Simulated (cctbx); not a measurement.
# EuTi2: precision against data quality

Space group Cmcm (no. 63), a = 3.2550 Å, b = 17.2760 Å, c = 5.2310 Å, α = 90.00°, β = 90.00°, γ = 90.00°.

```csv
atom,mult.,x,y,z,Ueq (Å²)
Eu1,4,1/2,0.9453,3/4,0.0181
Ti1,4,1/2,0.6254,3/4,0.0344
Ti2,4,0,0.7703,3/4,0.0218
```

This is a model crystal, built by substitution and not relaxed, with assumed displacement parameters.

Five simulated data sets (cctbx; Mo Kα, λ = 0.71073 Å; 2 % proportional error) differ in resolution or exposure (noise floor 4 counts in the first three, 8 in the last two). Each is refined with the right model, isotropic at 1.1 Å and anisotropic otherwise. How do the figures of merit and the uncertainties move?

| d min (Å) | top counts | ⟨I/σ⟩ (unmerged, absences included) | unique | param. (scale apart) | Rint | R1 | GooF | largest s.u. xyz (fractional) | s.u. U of Ti1 (Å²) | largest error (Å) |
| --- | --- | --- | --- | --- | --- | --- | --- | --- | --- | --- |
| 1.1 | 40000 | 15.3 | 72 | 6 | 0.014 | 0.0119 | 1.80 | 0.00017 | 0.0009 | 0.0016 |
| 0.84 | 40000 | 14.0 | 164 | 12 | 0.017 | 0.0076 | 0.87 | 0.00006 | 0.0004 | 0.0007 |
| 0.6 | 40000 | 10.6 | 427 | 12 | 0.021 | 0.0098 | 0.95 | 0.00005 | 0.0002 | 0.0005 |
| 0.75 | 300 | 0.9 | 227 | 12 | 0.292 | 0.0741 | 0.94 | 0.00126 | 0.0106 | 0.0168 |
| 0.75 | 3000 | 4.1 | 227 | 12 | 0.055 | 0.0263 | 0.94 | 0.00021 | 0.0015 | 0.0041 |

GooF reaches 1.8 where the model lacks something that the data hold (anisotropy at the isotropic level, for one). The s.u. of U for Ti1 goes 0.0009, 0.0004, 0.0002 Å² with resolution and 0.0106, 0.0015 Å² with exposure.

The 1.1 Å row also differs in its displacement model, so it isn't a clean test of resolution.

Hardware for the 0.6 Å refinement: 0.78 s on 1 thread of Arm Neoverse N1, with other jobs on the host, peak memory 0.08 GiB.

[Logs are printed without paths, hosts, clocks, repeated set-up lines and the standing remarks that a program may print on its own settings, such as how far it seeks lower states.]
